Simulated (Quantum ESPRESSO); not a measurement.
Computed results, one entry a study.

```
! title: Canted and collinear textures of TiAu
! method: LDA; plane waves with GBRV 1.5 LDA potentials, no spin-orbit coupling (and 1 further level or step)
! program: Quantum ESPRESSO 7.5
! settings of one run: GBRV 1.5 LDA, potential files Ti: ti_lda_v1.4.uspp.F.UPF, Au: au_lda_v1.uspp.F.UPF, cutoff 462.59 eV, 4×6×4 k-mesh, 64 bands, fermi-dirac occupations, smearing width 0.1 eV, SCF threshold 4.00e-8, starting moments 1 1 0 0 μB
! cost: 4 runs, 8.1 min in all on 4 MPI ranks of Arm Neoverse V2, shared host (the runs of this entry)
! notes: Without spin–orbit coupling only the angles between moments matter. The cell holds only so many moments, so longer spirals cannot form in it.
! lowest start: collinear parallel, two sublattices 30 degrees apart and random 1
! its final state: ferromagnetic
! its moments: 0.262 μB
! its net moment: 0.650 μB a cell
CELL_PARAMETERS angstrom
4.61507 0.00000 0.00000
0.00000 2.95519 0.00000
0.00000 0.00000 4.94751
ATOMIC_POSITIONS crystal
Ti 0.25000 0.00000 0.82019
Ti 0.75000 0.00000 0.17981
Au 0.25000 0.50000 0.32411
Au 0.75000 0.50000 0.67589
```

[Logs and program files are shortened in this print: banners, set-up blocks, solver, clock and traceback lines can be left out without a mark of their own.]

[Logs are printed without paths, hosts, clocks, repeated set-up lines and the standing remarks that a program may print on its own settings, such as how far it seeks lower states.]

[Hosts, paths, dates, database ids (printed as entryN), source tags and the programs' standing remarks are cut or masked in the printed files.]

[Where a cell is said to come from a database of computed structures, the database is the Materials Project.]
